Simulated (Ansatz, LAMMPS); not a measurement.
# Settings and their price: glassy 69SiO2-19Al2O3-6SrO-6Li2O (mol %) (106 atoms)

Density of this cell: 2.43 g/cm³. The cell holds 106 atoms: 22 Si, 12 Al, 2 Sr, 4 Li and 66 O. Cell: a = 11.450 Å, b = 11.450 Å, c = 11.450 Å, α = 90.0°, β = 90.0°, γ = 90.0°. 106 atoms (22 Si, 12 Al, 2 Sr, 4 Li, 66 O) placed at random at 2.43 g/cm³, melted at 4000 K for 10 ps at fixed volume with the Morse and Coulomb pair potential with partial charges (Pedone, Malavasi, Menziani, Cormack and Segre, J. Phys. Chem. B 110, 11780 (2006)). Quenched from 4000 K to 300 K at 50 K/ps and fixed volume, held 5 ps.

Geometry: as built.

Reference run: Kohn-Sham DFT, PBE, PAW (set soft_2), plane waves (Ansatz 0.2.0), cutoff 420 eV, Γ point, fixed occupations.

* r.m.s. force component: 1.297 eV/Å
* pressure: 5.726 GPa
* gap (highest filled to lowest empty level): 3.018 eV
* SCF cycles: 9
* time: 30 s on 4 threads of Arm Neoverse V1, shared host

**Question.** The same geometry is run again with each of these changes. How far do the results move, and how long does each run take?
- support functions low
- support functions medium
- support functions medium, spacing 0.33 Å
- support functions medium, spacing 0.275 Å
- hamiltonian.xc = "rpbe"

Each row is set against the plane-wave reference (Kohn-Sham DFT, PBE, PAW (set soft_2), plane waves; r.m.s. force component 1.30 eV/Å). Energies are set beside the reference only for runs with its functional, potentials and electron count. Times are for 4 threads of Arm Neoverse V1, shared host. The reference's time includes the DOS, ELF, the stress and grids, which some other runs skip.

```
                                      run  Δ force, r.m.s. (meV/Å)  share of r.m.s. force (%)  Δ energy (meV/atom)  Δ pressure (GPa)  Δ gap (eV)  cycles     time  host memory (GiB)
                                reference                        -                          -                    -                 -           -       9     30 s                1.9
                    support functions low                    0.669                     0.0516                -4.61                 -      8.0e-4      13  3.4 min                5.0
                 support functions medium                     0.63                     0.0486                -4.61                 -      2.0e-4      14  3.5 min                5.1
 support functions medium, spacing 0.33 Å                     46.9                       3.62                 39.8                 -     -0.0366      14     80 s                2.2
support functions medium, spacing 0.275 Å                     5.10                      0.394                -8.42                 -           0      15     99 s                2.7
                  hamiltonian.xc = "rpbe"                     63.9                       4.93                    -              2.92      0.0965       9     28 s                1.9
```

Among numerical settings the force difference runs from 0.63 meV/Å (support functions medium) to 47 meV/Å (support functions medium, spacing 0.33 Å). At 106 atoms the fastest of the runs at a preset level, support functions low, takes roughly 6.9 times the time of plane waves (whose run also made extra analyses, so the like-for-like ratio is larger), in 13 SCF cycles against 9. Differences between support functions and plane waves include what basis error the plane-wave run still has. 

[Logs are printed without paths, hosts, clocks, repeated set-up lines and the standing remarks that a program may print on its own settings, such as how far it seeks lower states.]

[Hosts, paths, dates, database ids (printed as entryN), source tags and the programs' standing remarks are cut or masked in the printed files.]
